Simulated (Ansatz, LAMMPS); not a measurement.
**Structural relaxation of glassy 87SiO2-4ZnO-4SrO-4Na2O (mol %) (67 atoms)**

How does glassy 87SiO2-4ZnO-4SrO-4Na2O (mol %) (67 atoms) relax, and what do bonds, charges and levels look like afterwards?

Calculated with Ansatz 0.2.0; Kohn-Sham DFT, r2SCAN, PAW (set soft_2), plane waves.

## Step 1: Starting point

The cell holds 67 atoms: 20 Si, 1 Zn, 1 Sr, 2 Na and 43 O. Its edges and angles: a = 9.870 Å, b = 9.870 Å, c = 9.870 Å, α = 90.0°, β = 90.0°, γ = 90.0°. 67 atoms (20 Si, 1 Zn, 1 Sr, 2 Na, 43 O) placed at random at 2.44 g/cm³, melted at 4000 K for 10 ps at fixed volume with the Morse and Coulomb pair potential with partial charges (Pedone, Malavasi, Menziani, Cormack and Segre, J. Phys. Chem. B 110, 11780 (2006)). Quenched from 4000 K to 300 K at 50 K/ps and fixed volume, held 10 ps at zero pressure.

Before any run, some limits are plain. The quench rate of 50 K/ps is many orders above laboratory rates, so the cell is likely richer in defects and strain than a real sample. The network of bonds at the start is that of the classical potential that made the cell. Sampling is at Γ alone, for a cell whose shortest periodic width is 10 Å.

## Step 2: Single point at the start

The forces at the start show how far the geometry lies from a minimum of this functional.

File input.yaml:

```yaml
crystal:
  lattice:
    - [9.86975, 0.0, 0.0]
    - [0.0, 9.86975, 0.0]
    - [0.0, 0.0, 9.86975]
  atoms:
    - { symbol: Si, position: [0.04938, 0.98029, 0.03847] }
    - { symbol: Si, position: [0.5407, 0.53229, 0.20057] }
    - { symbol: Si, position: [0.34265, 0.30522, 0.10542] }
    - { symbol: Si, position: [0.78891, 0.09705, 0.89734] }
    [... 57 atom lines left out ...]
    - { symbol: O, position: [0.28294, 0.31524, 0.56418] }
    - { symbol: O, position: [0.69888, 0.54823, 0.2443] }
    - { symbol: O, position: [0.08986, 0.77811, 0.57686] }
    - { symbol: O, position: [0.94541, 0.60071, 0.16131] }
    - { symbol: O, position: [0.24366, 0.08269, 0.67648] }
    - { symbol: O, position: [0.58923, 0.74531, 0.82568] }
kpoints:
  mp_grid: { grid: [1, 1, 1] }
hamiltonian:
  xc: r2scan
scf:
  occupations: { method: fermi_dirac, width: 0.05 }
output:
  forces: true
  stress: true
  populations: true
  dos:
    method: { smearing: { sigma: 0.08 } }
    de: 0.1
    projected: { site_lists: { Na: [Na], O: [O], Si: [Si], Sr: [Sr], Zn: [Zn] } }
  eigenvalues: true
```

Launch:

```console
ansatz run input.yaml --threads 4 --pin off --max-ram 8192MiB --backend cpu --events-out ev --progress --plain --runs-dir out
```

The job ended after 24 s (4 threads of Arm Neoverse V2, shared host; peak memory 2.3 GiB; 94 s of CPU time).

Numbers from this run:

```
free energy                                      : -47164.0125 eV
free energy per atom                             : -703.9405 eV/atom
SCF cycles                                       : 10
pressure                                         : 1.847 GPa
r.m.s. force component                           : 1.256 eV/Å
longest force                                    : 5.144 eV/Å
Fermi energy                                     : 5.242 eV
gap (highest filled to lowest empty level) : 3.606 eV
spilling of the projection                       : 0.01256
```

The r.m.s. force component of 1.3 eV/Å and the pressure of 1.8 GPa set the starting point.

Length of the force by element:

| element | coordination | atoms | mean length of the force (eV/Å) | spread | least | most |
| --- | --- | --- | --- | --- | --- | --- |
| Na | all | 2 | 0.472 | 0.206 | 0.267 | 0.678 |
| O | all | 43 | 1.72 | 0.852 | 0.497 | 3.73 |
| Si | all | 20 | 2.65 | 0.918 | 1.23 | 5.14 |
| Sr | all | 1 | 0.346 | 0 | 0.346 | 0.346 |
| Zn | all | 1 | 0.914 | 0 | 0.914 | 0.914 |

## Step 3: Relaxation

With the cell held, the atoms are moved downhill towards a nearby minimum.

input.yaml, the sections that differ from step 2:

```yaml
output:
  forces: true
relax:
  f_tol: 0.05
  max_steps: 200
# crystal, kpoints, hamiltonian, scf: as in step 2
```

Wall time 4.1 min (4 threads); peak memory 2.3 GiB; 16 min of CPU time.

Relaxation path:

| step | energy less that of the first step (eV) | largest force component (eV/Å) |
| --- | --- | --- |
| 1 | 0.0000 | 4.2884 |
| 2 | -2.3727 | 2.7267 |
| 3 | -4.1100 | 0.8485 |
| 4 | -4.3106 | 0.5318 |
| 5 | -4.5443 | 0.3544 |
| 6 | -4.6021 | 0.2844 |
| 7 | -4.6769 | 0.2347 |
| 8 | -4.7102 | 0.3109 |
| 9 | -4.7495 | 0.2886 |
| 10 | -4.7908 | 0.4240 |
| 11 | -4.8409 | 0.4350 |
| 12 | -4.8044 | 0.6203 |
| 13 | -4.9083 | 0.2559 |
| 14 | -4.9279 | 0.1751 |
| 15 | -4.9372 | 0.1299 |
| 16 | -4.9406 | 0.0992 |
| 17 | -4.9466 | 0.0419 |
| 18 | -4.9466 | 0.0417 |

Relaxation step 12 was tried and not accepted.

The atoms that moved most (Å):

| atom | dx | dy | dz | length |
| --- | --- | --- | --- | --- |
| O29 | -0.077 | 0.295 | -0.393 | 0.497 |
| O31 | -0.192 | -0.379 | 0.130 | 0.445 |
| O52 | -0.084 | -0.256 | -0.346 | 0.438 |
| Si10 | 0.283 | -0.293 | 0.150 | 0.434 |
| Na23 | -0.154 | 0.182 | 0.335 | 0.412 |
| O59 | 0.350 | 0.028 | -0.211 | 0.409 |
| O26 | -0.143 | 0.348 | -0.117 | 0.394 |
| O43 | -0.211 | 0.307 | 0.120 | 0.391 |

The relaxation changed the energy by -73.8 meV/atom, and atoms moved by 0.22 Å r.m.s., 0.50 Å at most.

## Step 4: Structure statistics after relaxation

Bonds before and after, by the cutoffs listed below:

| pair | bonds before | bonds after | mean before (Å) | mean after (Å) | spread before (Å) | spread after (Å) |
| --- | --- | --- | --- | --- | --- | --- |
| O-Si | 80 | 81 | 1.612 | 1.633 | 0.042 | 0.037 |
| O-Na | 14 | 14 | 2.679 | 2.618 | 0.293 | 0.220 |
| O-Sr | 5 | 4 | 2.741 | 2.600 | 0.218 | 0.180 |
| O-Zn | 4 | 4 | 2.020 | 1.965 | 0.147 | 0.049 |

Density 2.50 g/cm³, 14.35 Å³ an atom.

g(r), total and by pair (bins of 0.2 Å):

| r (Å) | total | O-O | O-Si | O-Na | O-Sr | O-Zn | Si-Si |
| --- | --- | --- | --- | --- | --- | --- | --- |
| 1.50 | 0.69 | 0.00 | 1.79 | 0.00 | 0.00 | 0.00 | 0.00 |
| 1.70 | 4.45 | 0.00 | 11.60 | 0.00 | 0.00 | 0.00 | 0.00 |
| 1.90 | 0.18 | 0.00 | 0.13 | 0.00 | 0.00 | 7.10 | 0.00 |
| 2.10 | 0.04 | 0.00 | 0.00 | 0.00 | 0.00 | 2.17 | 0.00 |
| 2.30 | 0.10 | 0.07 | 0.00 | 1.76 | 0.00 | 0.00 | 0.00 |
| 2.50 | 1.11 | 2.22 | 0.00 | 2.88 | 4.30 | 0.00 | 0.00 |
| 2.70 | 2.17 | 4.96 | 0.00 | 2.52 | 0.00 | 0.00 | 0.25 |
| 2.90 | 0.49 | 0.35 | 0.21 | 2.16 | 1.07 | 0.00 | 1.10 |
| 3.10 | 0.90 | 0.61 | 0.18 | 0.46 | 0.94 | 1.79 | 5.15 |
| 3.30 | 0.64 | 0.49 | 0.48 | 1.19 | 0.00 | 0.81 | 1.10 |
| 3.50 | 0.98 | 0.84 | 1.31 | 0.37 | 0.76 | 1.51 | 0.00 |
| 3.70 | 0.99 | 0.57 | 1.61 | 0.33 | 0.00 | 0.62 | 0.54 |
| 3.90 | 1.19 | 0.62 | 1.89 | 0.87 | 1.76 | 1.16 | 0.50 |
| 4.10 | 1.17 | 0.79 | 1.61 | 1.33 | 1.61 | 1.08 | 0.79 |
| 4.30 | 1.11 | 0.74 | 1.62 | 1.67 | 1.45 | 1.43 | 0.42 |
| 4.50 | 0.83 | 0.96 | 0.62 | 1.09 | 0.91 | 1.28 | 1.04 |
| 4.70 | 0.99 | 1.25 | 0.68 | 1.42 | 1.22 | 0.81 | 0.96 |

Bonds by pair of elements; cutoffs follow the first minimum of g(r), held within bounds set by covalent radii, and pairs that aren't listed don't count as bonded:

| pair A-B | cutoff (Å) | bonds | mean length (Å) | spread (Å) | shortest (Å) | B about A | A about B |
| --- | --- | --- | --- | --- | --- | --- | --- |
| O-Si | 2.16 | 81 | 1.63 | 0.037 | 1.58 | 1.88 | 4.05 |
| O-Na | 3.08 | 14 | 2.62 | 0.22 | 2.23 | 0.326 | 7 |
| O-Sr | 3.05 | 4 | 2.6 | 0.18 | 2.44 | 0.093 | 4 |
| O-Zn | 2.43 | 4 | 1.97 | 0.049 | 1.91 | 0.093 | 4 |

How many atoms have how many bonded neighbours:

| element | mean | 2 | 3 | 4 | 5 | 7 |
| --- | --- | --- | --- | --- | --- | --- |
| Na | 7 | 0 | 0 | 0 | 0 | 2 |
| O | 2.40 | 26 | 17 | 0 | 0 | 0 |
| Si | 4.05 | 0 | 0 | 19 | 1 | 0 |
| Sr | 4 | 0 | 0 | 1 | 0 | 0 |
| Zn | 4 | 0 | 0 | 1 | 0 | 0 |

Bond angles, per cent of each kind in bins of 5°:

| angle (°) | O-Si-O | O-Na-O | Si-O-Si | Na-O-Si |
| --- | --- | --- | --- | --- |
| 50–55 | 0.0 | 2.4 | 0.0 | 0.0 |
| 55–60 | 0.0 | 11.9 | 0.0 | 0.0 |
| 60–65 | 0.0 | 4.8 | 0.0 | 0.0 |
| 65–70 | 0.0 | 4.8 | 0.0 | 0.0 |
| 70–75 | 0.0 | 2.4 | 0.0 | 8.0 |
| 75–80 | 0.0 | 0.0 | 0.0 | 0.0 |
| 80–85 | 1.6 | 7.1 | 0.0 | 8.0 |
| 85–90 | 0.0 | 11.9 | 0.0 | 12.0 |
| 90–95 | 2.4 | 4.8 | 0.0 | 8.0 |
| 95–100 | 0.8 | 4.8 | 0.0 | 8.0 |
| 100–105 | 14.5 | 0.0 | 0.0 | 12.0 |
| 105–110 | 37.9 | 4.8 | 0.0 | 12.0 |
| 110–115 | 28.2 | 9.5 | 2.6 | 8.0 |
| 115–120 | 12.1 | 4.8 | 0.0 | 4.0 |
| 120–125 | 0.0 | 7.1 | 5.3 | 4.0 |
| 125–130 | 0.8 | 0.0 | 7.9 | 12.0 |
| 130–135 | 0.8 | 0.0 | 10.5 | 0.0 |
| 135–140 | 0.0 | 4.8 | 10.5 | 0.0 |
| 140–145 | 0.0 | 0.0 | 13.2 | 0.0 |
| 145–150 | 0.0 | 0.0 | 10.5 | 4.0 |
| 150–155 | 0.0 | 9.5 | 23.7 | 0.0 |
| 155–160 | 0.0 | 0.0 | 5.3 | 0.0 |
| 160–165 | 0.0 | 0.0 | 2.6 | 0.0 |
| 165–170 | 0.0 | 2.4 | 0.0 | 0.0 |
| 170–175 | 0.8 | 0.0 | 7.9 | 0.0 |
| 175–180 | 0.0 | 2.4 | 0.0 | 0.0 |

Bond angles (no mean is given where the spread exceeds 20°):

| angle | count | mean (°) | spread (°) |
| --- | --- | --- | --- |
| O-Si-O | 124 | 109 | 8.5 |
| O-Na-O | 42 | - | - |
| Si-O-Si | 38 | 145 | 13.2 |
| Na-O-Si | 25 | 104 | 18.1 |
| O-Sr-O | 6 | - | - |

Oxygen atoms by the number of network formers (Si, P, Ge, B, Al, As, Ga) bound to them:

| network formers bound to O | O atoms | per cent |
| --- | --- | --- |
| 0 | 0 | 0 |
| 1 | 5 | 11.6 |
| 2 | 38 | 88.4 |

Network units: each former by its oxygen neighbours and how many of them bridge to another former:

| former | O neighbours | bridging O | atoms |
| --- | --- | --- | --- |
| Si | 4 | 3 | 5 |
| Si | 4 | 4 | 14 |
| Si | 5 | 5 | 1 |

Bond length by coordination (bonds to H left out):

| element | coordination | atoms | mean bond length (Å) |
| --- | --- | --- | --- |
| O | 2 | 26 | 1.63 |
| O | 3 | 17 | 2.01 |
| Si | 4 | 19 | 1.63 |
| Si | 5 | 1 | 1.72 |

Rings of the network by King's shortest-path rule, up to 12 atoms, one path for each pair of neighbours; H, halogens, alkali and alkaline-earth atoms are left out, and the last column divides by all other atoms, bonded or not:

| ring size (atoms) | rings | per network atom |
| --- | --- | --- |
| 8 | 3 | 0.047 |
| 10 | 12 | 0.188 |
| 12 | 17 | 0.266 |

Counting bonds as in the table, all Na atoms have 7, 60 % of O atoms have 2, 95 % of Si atoms have 4 and all Sr atoms have 4 bonded neighbours. The O-Si-O angle averages 109° with a spread of 8°. Counting bonds to Si alone, not to Zn, 88 % of the oxygens join two of these atoms and 12 % one. The commonest Si unit has 4 oxygens, 4 of them shared with other formers (14 of 20 atoms). Rings of 12 atoms are the most common (53 % of those counted); sizes run from 8 to 12, where the search stops.

## Step 5: Single point at the relaxed geometry

One more single point at the end of the walk gives the fuller output and checks the residual forces.

File input.yaml:

```yaml
crystal:
  lattice:
    - [9.86975, 0.0, 0.0]
    - [0.0, 9.86975, 0.0]
    - [0.0, 0.0, 9.86975]
  atoms:
    - { symbol: Si, position: [0.06346, 0.984, 0.03402] }
    - { symbol: Si, position: [0.53077, 0.54816, 0.20266] }
    - { symbol: Si, position: [0.34144, 0.30724, 0.10344] }
    - { symbol: Si, position: [0.79803, 0.09661, 0.89155] }
    [... 57 atom lines left out ...]
    - { symbol: O, position: [0.2931, 0.30977, 0.5879] }
    - { symbol: O, position: [0.69624, 0.54468, 0.23526] }
    - { symbol: O, position: [0.07697, 0.76643, 0.55211] }
    - { symbol: O, position: [0.94032, 0.60935, 0.16154] }
    - { symbol: O, position: [0.2607, 0.06575, 0.69356] }
    - { symbol: O, position: [0.59699, 0.73385, 0.82382] }
kpoints:
  mp_grid: { grid: [1, 1, 1] }
hamiltonian:
  xc: r2scan
scf:
  occupations: { method: fermi_dirac, width: 0.05 }
output:
  forces: true
  stress: true
  populations: intrinsic
  dos:
    method: { smearing: { sigma: 0.15 } }
    de: 0.1
    projected: { site_lists: { Na: [Na], O: [O], Si: [Si], Sr: [Sr], Zn: [Zn] } }
  eigenvalues: true
  write_density: true
  write_potential: true
  volumetric_format: npy
```

Wall time 25 s (4 threads); peak memory 2.3 GiB; 95 s of CPU time.

The program notes that the exchange-correlation potential is rough where the density is thin.

Numbers from this run:

```yaml
free_energy: -47168.9591 eV
free_energy_per_atom: -704.0143 eV/atom
scf_cycles: 10
pressure: -2.444 GPa
r_m_s_force_component: 0.01227 eV/Å
longest_force: 0.04639 eV/Å
fermi_energy: 4.86 eV
spacing_of_highest_filled_and_lowest_empty_level: 4.536 eV
```

Intrinsic-atomic-orbital charges by element and coordination:

| element | coordination | atoms | mean charge (e) | spread | least | most |
| --- | --- | --- | --- | --- | --- | --- |
| Na | all | 2 | 0.826 | 0.0077 | 0.819 | 0.834 |
| O | all | 43 | -0.956 | 0.0719 | -1.17 | -0.912 |
| O | 2 | 26 | -0.925 | 0.008 | -0.947 | -0.912 |
| O | 3 | 17 | -1.00 | 0.0966 | -1.17 | -0.929 |
| Si | all | 20 | 1.80 | 0.0299 | 1.75 | 1.85 |
| Si | 4 | 19 | 1.81 | 0.0298 | 1.75 | 1.85 |
| Si | 5 | 1 | 1.77 | 0 | 1.77 | 1.77 |
| Sr | all | 1 | 1.83 | 0 | 1.83 | 1.83 |
| Zn | all | 1 | 1.51 | 0 | 1.51 | 1.51 |

States in the cell by windows of 1 eV, zero at the Fermi level; the larger projections on atomic orbitals stand beside the total:

| from (eV) | to (eV) | total | O p | Si p |
| --- | --- | --- | --- | --- |
| -18 | -17 | 2.0 | 0.1 | 0.0 |
| -17 | -13 | 0.0 | 0.0 | 0.0 |
| -13 | -12 | 7.0 | 4.7 | 0.2 |
| -12 | -11 | 9.6 | 6.6 | 0.6 |
| -11 | -10 | 12.6 | 9.0 | 1.3 |
| -10 | -9 | 16.4 | 12.4 | 2.7 |
| -9 | -8 | 26.5 | 20.6 | 5.1 |
| -8 | -7 | 15.2 | 10.6 | 1.6 |
| -7 | -6 | 41.5 | 31.7 | 2.6 |
| -6 | -5 | 47.8 | 42.6 | 1.8 |
| -5 | -4 | 51.2 | 47.8 | 1.1 |
| -4 | -3 | 27.5 | 25.9 | 0.4 |
| -3 | -2 | 12.6 | 11.6 | 0.2 |
| -2 | 2 | 0.0 | 0.0 | 0.0 |
| 2 | 3 | 2.0 | 0.0 | 0.0 |
| 3 | 4 | 2.0 | 0.1 | 0.3 |
| 4 | 5 | 14.2 | 0.9 | 2.9 |

Between -26 and -18 eV lie 102 more states.

The levels nearest the highest filled one (over half full), pooled over k-points and spins:

| level less the highest filled one (eV) | occupation |
| --- | --- |
| -0.694 | 2 |
| -0.636 | 2 |
| -0.438 | 2 |
| -0.406 | 2 |
| -0.383 | 2 |
| 0 | 2 |
| 4.54 | 0 |
| 6.13 | 0 |
| 6.35 | 0 |
| 6.48 | 0 |
| 6.63 | 0 |
| 6.72 | 0 |

Mean intrinsic-atomic-orbital charges: Na +0.83, O -0.96, Si +1.80, Sr +1.83, Zn +1.51 e.

## Step 6: Outcome

```json
{"energy change in the relaxation": "-73.83 meV/atom", "r.m.s. displacement": "0.218 Å", "largest displacement": "0.497 Å", "free energy per atom": "-704.0143 eV/atom", "pressure": "-2.444 GPa", "r.m.s. force component": "0.01227 eV/Å", "gap (highest filled to lowest empty level)": "4.536 eV", "wall time of the 3 DFT runs": "4.9 min"}
```

**Reading.** Relaxation lowers the energy by 73.8 meV/atom and moves atoms by 0.22 Å r.m.s.; the r.m.s. force component goes from 1.3 to 0.012 eV/Å, the pressure goes from 1.8 to -2.4 GPa, and the gap from 3.61 to 4.54 eV. By the final cutoffs 2 of 103 bonded pairs parted and 2 joined. First to last step the energy falls by 4.947 eV; the largest move, 0.50 Å, is that of O29. The O-Sr bonds change most in mean length: from 2.741 Å (spread 0.218) to 2.600 Å (spread 0.180), and their number from 5 to 4. Counting bonds as in the table, all Na atoms have 7, 60 % of O atoms have 2, 95 % of Si atoms have 4 and all Sr atoms have 4 bonded neighbours. Counting bonds to Si alone, not to Zn, 88 % of the oxygens join two of these atoms and 12 % one. The highest filled and lowest empty levels differ by 4.54 eV (at Γ alone); a semilocal functional tends to put such gaps too low. In a disordered cell it changes from sample to sample, and tail or defect levels can set it.

What to keep in mind: The starting topology of bonds comes from the classical model; in DFT 2 of its 103 bonded pairs passed out of the cutoffs and 2 came within them. The stress is far from hydrostatic: its diagonal is -5.1, 0.1, -2.3 GPa, compression counted positive. The pressure of -2.4 GPa says that the cell would shrink at this level of theory.

[Logs are printed without paths, hosts, clocks, repeated set-up lines and the standing remarks that a program may print on its own settings, such as how far it seeks lower states.]

[Hosts, paths, dates, database ids (printed as entryN), source tags and the programs' standing remarks are cut or masked in the printed files.]
